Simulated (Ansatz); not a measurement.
# BaTiO3 (P4mm): the gap up the ladder of methods, part 2 of 2

Wanted: a ladder of band gaps for BaTiO3 (P4mm), from density functionals to G0W0.

Ansatz 0.2.0; density functionals, hybrids and G0W0, plane waves, PAW. Known limits of the many-body steps: finite bands, screening cutoff and k mesh; no spin-orbit coupling in G0W0.

So far. Step 5 (HSE06+SOC on the 4×4×4 mesh): Over mesh and listed points the gap is 3.235 eV, from k = (0.500, 0.500, 0.500) to k = Γ. The least direct gap found is 3.413 eV, at k = Γ. HSE06+SOC against HSE06: 3.235 − 3.237 = −0.002 eV, with the same mesh, set of files (read in its fully relativistic form for the spin-orbit run) and cutoff, and both edges at the same k points.

The database entry behind the starting cell differs from later determinations by our own check (c/a about 0.6 % short), so it need not match the best structure at ambient conditions.

In doubt: masses and optical values from hybrid runs of this build are listed as unsure (steps 7, 8), which bears on the screening that GW takes from such a start; the elements are of a kind flagged for part-filled d or f shells, though by formal charges that shell is empty here, so the flag may not apply.

### Step 7. G0W0@HSE06, 6×6×6 mesh, 382 empty bands, screening to 190 eV, hard PAW files

This step: G0W0 on HSE06, plane waves, PAW.

Contents of input.yaml:

```yaml
crystal:
  lattice:
    - [3.9998, 0.0, 0.0]
    - [0.0, 3.9998, 0.0]
    - [0.0, 0.0, 4.018]
  atoms:
    - { symbol: Ba, position: [0.0, 0.0, 0.0] }
    - { symbol: Ti, position: [0.5, 0.5, 0.49] }
    - { symbol: O, position: [0.5, 0.5, 0.019] }
    - { symbol: O, position: [0.5, 0.0, 0.517] }
    - { symbol: O, position: [0.0, 0.5, 0.517] }
kpoints:
  mp_grid: { grid: [6, 6, 6] }
hamiltonian:
  xc: hse06
  pseudopotentials: { kind: paw, source: ansatz }
scf:
  occupations: { method: fixed }
gw:
  n_empty_bands: 382
  ecut_chi: 190.0
  qp_bands: [v2, c2]
  qp_kpoints: band_edges
  screening: { model: contour_deformation }
```

The run is started by

```
$ ansatz run input.yaml --threads 4 --pin off --max-ram 138240MiB --backend cuda --events-out ev --progress --plain --runs-dir out --devices 1 --max-vram 26GiB
```

Numbers of over 12 decimals in the logs are rounded to 6 here.

Output:

```text
GPUs: using 1 of 1 available (devices: 1).
[...]
GPU FFT provider: cuFFT
GPU libraries: cuBLAS 13.8.2, cuFFT 12.4.0, cuSOLVER 12.3.4
Crystal: 5 atoms, lattice volume = 64.282 Å³
Basis set: ecut = 930 eV, 4115 PW (Γ)
Bands: 25, of which v1, the nominal top of the filled ones, is band 20 counted from 1 (19 counted from 0)
Symmetry: 8 space group operations
[...]
k-points: 40 of 216 (time reversal used)
[...]
1    21     12.5801   -12.0365    -6.2476   -18.7100  0.7717    13.0082    13.0060  root
     1    22     13.2164   -12.9331    -6.1080   -19.5000  0.7631    13.6780    13.6753  root
[...]
39    19      9.2158   -25.8949     4.1153   -21.8759  0.7564     9.3120     9.3122  root
    39    20      9.3055   -25.9334     4.1403   -21.9018  0.7553     9.4141     9.4143  root
    39    21     15.2078   -14.2011    -7.2541   -21.8553  0.7176    15.6112    15.6079  root
    39    22     15.2078   -14.2011    -7.2541   -21.8553  0.7176    15.6112    15.6079  root
[key lines of the parts left out:]
Free energy (F): -10148.552705 eV
Fermi energy:    9.305518 eV
```

Run time: 7.9 min. Hardware: 1 × NVIDIA H100 80GB HBM3 (shared by 3 runs) with 4 threads of AMD EPYC 7R13 (Zen 3), shared host; peak memory 4.3 GiB; 12 min of CPU time.

Numbers from this step:

* bands summed: 402
* RPA ε∞ on this mesh (eigenvalues): 4.453, 4.608, 4.608
* plane waves in the screening matrix: 389
* G0W0 gap over the corrected points: 3.553 eV
* k of the valence top: -0.5, -0.5, -0.5
* k of the conduction bottom: 0, 0, 0
* starting gap on the mesh: 3.239 eV
* Z at the valence top: 0.7553
* Z at the conduction bottom: 0.7729
* least direct G0W0 gap over the corrected points: 3.840 eV

Over 28 of 40 irreducible mesh points the G0W0 gap is 3.553 eV, from k = (-0.500, -0.500, -0.500) to k = Γ. The HSE06 gap of this run on the mesh is 3.239 eV. The two states that bound the G0W0 gap lie that far apart at the start, so the correction of the gap is 3.553 − 3.239 = +0.314 eV. G0W0@HSE06 against G0W0@PBE with 402 bands (a further run, in the table below): 3.553 − 3.296 = +0.257 eV, with the same mesh, files and cutoffs, and both edges at the same k points. The program's warnings for this run: metallic iterate.

### Step 8. G0W0@PBE0, 6×6×6 mesh, 382 empty bands, screening to 190 eV, hard PAW files

This step: G0W0 on PBE0, plane waves, PAW.

input.yaml, as its differences from that of step 7:

```diff
@@ -14,3 +14,3 @@
 hamiltonian:
-  xc: hse06
+  xc: pbe0
   pseudopotentials: { kind: paw, source: ansatz }
```

Output:

```text
GPUs: using 1 of 1 available (devices: 1).
[...]
GPU FFT provider: cuFFT
GPU libraries: cuBLAS 13.8.2, cuFFT 12.4.0, cuSOLVER 12.3.4
Crystal: 5 atoms, lattice volume = 64.282 Å³
Basis set: ecut = 930 eV, 4115 PW (Γ)
Bands: 25, of which v1, the nominal top of the filled ones, is band 20 counted from 1 (19 counted from 0)
Symmetry: 8 space group operations
[...]
k-points: 40 of 216 (time reversal used)
[...]
1    21     12.9329   -12.0176    -6.1014   -18.3227  0.7851    13.1371    13.1367  root
     1    22     13.5822   -12.9029    -5.9651   -19.0970  0.7774    13.8118    13.8112  root
[...]
39    19      8.8247   -25.9003     3.9706   -22.2804  0.7707     9.1742     9.1755  root
    39    20      8.9145   -25.9392     3.9953   -22.3068  0.7697     9.2761     9.2775  root
    39    21     15.5982   -14.1941    -7.0458   -21.4388  0.7366    15.7977    15.7971  root
    39    22     15.5982   -14.1941    -7.0458   -21.4388  0.7366    15.7977    15.7971  root
[key lines of the parts left out:]
Free energy (F): -10148.049066 eV
Fermi energy:    8.914495 eV
```

Elapsed: 4.4 min, on 1 × NVIDIA H100 80GB HBM3 (shared by 3 runs) with 4 threads; peak memory 4.2 GiB; 6.6 min of CPU time.

This step gave:

```yaml
bands_summed: 402
rpa_eps_infinity_on_this_mesh_eigenvalues: 4.164, 4.287, 4.287
plane_waves_in_the_screening_matrix: 389
g0w0_gap_over_the_corrected_points: 3.819 eV
k_of_the_valence_top: -0.5, -0.5, -0.5
k_of_the_conduction_bottom: 0, 0, 0
starting_gap_on_the_mesh: 3.982 eV
z_at_the_valence_top: 0.7697
z_at_the_conduction_bottom: 0.7862
least_direct_g0w0_gap_over_the_corrected_points: 4.097 eV
```

Over 28 of 40 irreducible mesh points the G0W0 gap is 3.819 eV, from k = (-0.500, -0.500, -0.500) to k = Γ. The PBE0 gap of this run on the mesh is 3.982 eV. The two states that bound the G0W0 gap lie that far apart at the start, so the correction of the gap is 3.819 − 3.982 = −0.163 eV. G0W0@PBE0 against G0W0@HSE06 with 402 bands: 3.819 − 3.553 = +0.266 eV, with the same mesh, files and cutoffs, and both edges at the same k points. The program's warnings for this run: metallic iterate.

### Step 9. Gap and time by level

Each gap is the least one over the points named; times are wall times on shared hosts, not benchmarks. A G0W0 time includes the run's own self-consistent start. Runs with listed points see these and the mesh alone, so an edge that moves elsewhere is missed. Rows marked * are further runs, not shown as steps, whose inputs differ from the G0W0 step on the same start in the columns given; solver thresholds can differ too. Symmetry makes (0.500, 0.500, 0.500) and (-0.500, -0.500, -0.500) one point.

```
     level   mesh       files, cutoff  bands summed, screening                            points  gap (eV)               valence top  conduction bottom  least direct gap (eV)     time
       PBE  6×6×6  soft_2 PAW, 420 eV                        -                     mesh and path     1.836     (0.500, 0.500, 0.500)                  Γ                  2.088    6.5 s
   PBE+SOC  6×6×6  soft_2 PAW, 420 eV                        -            mesh and listed points     1.834     (0.500, 0.500, 0.500)                  Γ                  2.041    6.5 s
     HSE06  4×4×4  soft_2 PAW, 420 eV                        -            mesh and listed points     3.237     (0.500, 0.500, 0.500)                  Γ                  3.469     22 s
 HSE06+SOC  4×4×4  soft_2 PAW, 420 eV                        -            mesh and listed points     3.235     (0.500, 0.500, 0.500)                  Γ                  3.413     57 s
 G0W0@PBE*  6×6×6    hard PAW, 930 eV              188, 110 eV  28 of 40 irreducible mesh points     3.264  (-0.500, -0.500, -0.500)                  Γ                  3.504     84 s
 G0W0@PBE*  6×6×6    hard PAW, 930 eV              402, 190 eV  28 of 40 irreducible mesh points     3.296  (-0.500, -0.500, -0.500)                  Γ                  3.550  3.1 min
 G0W0@PBE*  6×6×6    hard PAW, 930 eV              667, 270 eV  28 of 40 irreducible mesh points     3.329  (-0.500, -0.500, -0.500)                  Γ                  3.590    5 min
  G0W0@PBE  6×6×6    hard PAW, 930 eV             1101, 380 eV  28 of 40 irreducible mesh points     3.355  (-0.500, -0.500, -0.500)                  Γ                  3.620   10 min
G0W0@HSE06  6×6×6    hard PAW, 930 eV              402, 190 eV  28 of 40 irreducible mesh points     3.553  (-0.500, -0.500, -0.500)                  Γ                  3.840  7.9 min
 G0W0@PBE0  6×6×6    hard PAW, 930 eV              402, 190 eV  28 of 40 irreducible mesh points     3.819  (-0.500, -0.500, -0.500)                  Γ                  4.097  4.4 min
```

### Step 10. Summary of results

* PBE, over mesh and path: 1.836 eV
* PBE+SOC, over mesh and listed points: 1.834 eV
* HSE06, over mesh and listed points: 3.237 eV
* HSE06+SOC, over mesh and listed points: 3.235 eV
* G0W0@PBE (1101 bands, 6×6×6), over 28 of 40 irreducible mesh points: 3.355 eV
* G0W0@HSE06, over 28 of 40 irreducible mesh points: 3.553 eV
* G0W0@PBE0, over 28 of 40 irreducible mesh points: 3.819 eV
* known limits: finite bands, screening cutoff and k mesh; no spin-orbit coupling in G0W0

The rows run from 1.834 eV (PBE+SOC) to 3.819 eV (G0W0@PBE0). They differ in mesh, files, plane-wave cutoff, bands and screening cutoff of G0W0 and the points over which the gap was sought as well as in level, so only pairs that share these are like for like. PBE+SOC against PBE: 1.834 − 1.836 = −0.002 eV, with the same mesh, set of files (read in its fully relativistic form for the spin-orbit run) and cutoff, and both edges at the same k points. The spin-orbit run sees mesh and listed points alone, so its gap is an upper bound: the coupling can move an edge off these points, the more so as this crystal has no centre of inversion, and the change over the zone, its sign included where it is small, is not known. HSE06+SOC against HSE06: 3.235 − 3.237 = −0.002 eV, with the same mesh, set of files (read in its fully relativistic form for the spin-orbit run) and cutoff, and both edges at the same k points. The spin-orbit run sees mesh and listed points alone, so its gap is an upper bound: the coupling can move an edge off these points, the more so as this crystal has no centre of inversion, and the change over the zone, its sign included where it is small, is not known. G0W0@HSE06 against G0W0@PBE with 402 bands: 3.553 − 3.296 = +0.257 eV, with the same mesh, files and cutoffs, and both edges at the same k points. G0W0@PBE0 against G0W0@HSE06 with 402 bands: 3.819 − 3.553 = +0.266 eV, with the same mesh, files and cutoffs, and both edges at the same k points. G0W0@PBE (1101 bands, 6×6×6) moves the gap of its own start on the mesh by 3.355 − 1.830 = +1.525 eV, between the same two levels. Both edges that PBE shows over mesh and path lie at k points where levels were corrected. Levels at other points were not corrected, so a lower G0W0 gap elsewhere in the zone is not ruled out. G0W0@HSE06 moves the gap of its own start on the mesh by 3.553 − 3.239 = +0.314 eV, between the same two levels. Both edges that HSE06 shows over mesh and listed points lie at k points where levels were corrected. Levels at other points were not corrected, so a lower G0W0 gap elsewhere in the zone is not ruled out. G0W0@PBE0 moves the gap of its own start on the mesh by 3.819 − 3.982 = −0.163 eV, between the same two levels. No PBE0 run over points off the mesh is shown, so for G0W0@PBE0 the gap over the whole zone is not known. What spin-orbit coupling does to the G0W0 levels was not computed, so no sum with the G0W0 gap is formed. For G0W0@PBE: from 188 bands and 110 eV to 1101 bands and 380 eV the gap moves by 3.355 − 3.264 = +0.091 eV (rung by rung 3.264, 3.296, 3.329, 3.355 eV); bands and screening cutoff rise together, so their parts are not told apart. A line in one over the bands through the two highest rungs gives 3.355 + (3.355 − 3.329) × 667 / (1101 − 667) = 3.395 eV, and through the pair below 3.329 + (3.329 − 3.296) × 402 / (667 − 402) = 3.379 eV. The two agree within 0.03 eV and the same two states bound the gap in each rung, so 3.395 eV is taken as an estimate of the limit on this mesh. The other G0W0 rows are shown at one basis each (402 bands), so their distance from the limit is not known here. For G0W0@HSE06: the program's warnings for this run: metallic iterate. For G0W0@PBE0: the program's warnings for this run: metallic iterate. The G0W0 runs are scalar-relativistic. No pair of G0W0 runs that differ in the mesh alone is shown (6×6×6 is a supercell whose nearest images lie 24 Å apart), so the error from the mesh is not known here. G0W0 is shown with one set of atomic data (hard PAW), so the error from the files is not known here. Failed or unusable runs of this series, left out of the table: G0W0@PBE (6×6×6 mesh, all-electron files, 2970 eV, 382 empty bands) reached its time limit after 12 min.

[Paths, hosts, dates, memory and timing lines, banners, echoed tables and standing remarks are left out of the program output.]

[Logs are printed without paths, hosts, clocks, repeated set-up lines and the standing remarks that a program may print on its own settings, such as how far it seeks lower states.]

[Runs of the session that timed out or met a known fault of the program may be left out.]

[Cells called generated may have been cut or substituted from an entry of the Crystallography Open Database or the Materials Project.]

[Hosts, paths, dates, database ids (printed as entryN), source tags and the programs' standing remarks are cut or masked in the printed files.]

[Where an RPA ε∞ is given, it is that of the G0W0 mesh and is not shown converged in it. Names of k-points follow the symmetry that the program found, which can be lower than the space group named. Band edges on a path are those of the sampled points; other points can move an edge, and change direct to indirect where valleys lie close.]

[Hybrid gaps are those of their k-mesh and are not shown converged in it.]
